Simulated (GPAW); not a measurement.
Consider YTe (Fm-3m).

```xyz
2
Lattice="0.0000 3.0400 3.0400 3.0400 0.0000 3.0400 3.0400 3.0400 0.0000" Properties=species:S:1:pos:R:3 pbc="T T T"
Te    0.0000    0.0000    0.0000
Y     3.0400    3.0400    3.0400
```

Absorber: atom 2, with 6 Te at 3.04 Å (octahedral, site symmetry m-3m). Method: GPAW, LDA, excited-electron core hole (neutral cell), 12-atom cell with 7.4 Å between holes, 3×3×3 k points, dipole transitions, Gaussian full width 1.5 eV up to 4 eV, rising linearly to 3.5 eV at 25 eV.

The database entry behind the starting cell differs from later determinations by our own check (0.1 to 0.3 % short, probably kX units), so it need not match the best structure at ambient conditions.

**Question.** What does the Y L₃ edge look like?

Main maxima up to 30 eV above the zero (height): 1.0 eV (4.41), 6.2 eV (0.97), 13.2 eV (0.73) and 23.0 eV (0.78). At an L edge the dipole rule selects empty d (and weakly s) states on the absorber, and the strong line at the onset measures the empty part of its d band. 

The Y L₃ spectrum (energy from the lowest empty level; intensity scaled to a mean of 1 over the first 20 eV):

```tsv
E (eV)	intensity
-2.0	0.00
-1.0	0.21
0.0	2.23
1.0	4.41
2.0	2.67
3.0	1.17
4.0	0.54
5.0	0.65
6.0	0.96
7.0	0.83
8.0	0.67
9.0	0.62
10.0	0.66
11.0	0.58
12.0	0.62
13.0	0.73
14.0	0.69
15.0	0.60
16.0	0.56
17.0	0.53
18.0	0.48
19.0	0.48
20.0	0.53
21.0	0.63
22.0	0.74
23.0	0.78
24.0	0.73
25.0	0.64
26.0	0.54
27.0	0.47
28.0	0.45
29.0	0.47
30.0	0.49
31.0	0.52
```

Only the L₃ part is meant: spin–orbit coupling of the core level isn't computed and the L₂ copy isn't added. The primitive cell holds an odd number of electrons, so a spin-paired run has to come out metallic; that is right for a metal, but some such compounds are magnetic or distorted insulators. The mesh is coarse (0.34 Å⁻¹ between points), so small maxima may be mesh ripples. The structure is a published determination, not relaxed.

[Banner, clock and machine lines of the logs are left out without a mark of their own.]

[Logs are printed without paths, hosts, clocks, repeated set-up lines and the standing remarks that a program may print on its own settings, such as how far it seeks lower states.]

[Hosts, paths, dates, database ids (printed as entryN), source tags and the programs' standing remarks are cut or masked in the printed files.]

[Lists of maxima count a maximum above −3 eV only where it reaches 4 % of the highest in the window and stands out from its surroundings by 2 % of it (1.5 % where it reaches 55 %); shoulders and weaker maxima are passed over, and of the rest the first, up to two pre-edge ones and the few strongest are named.]
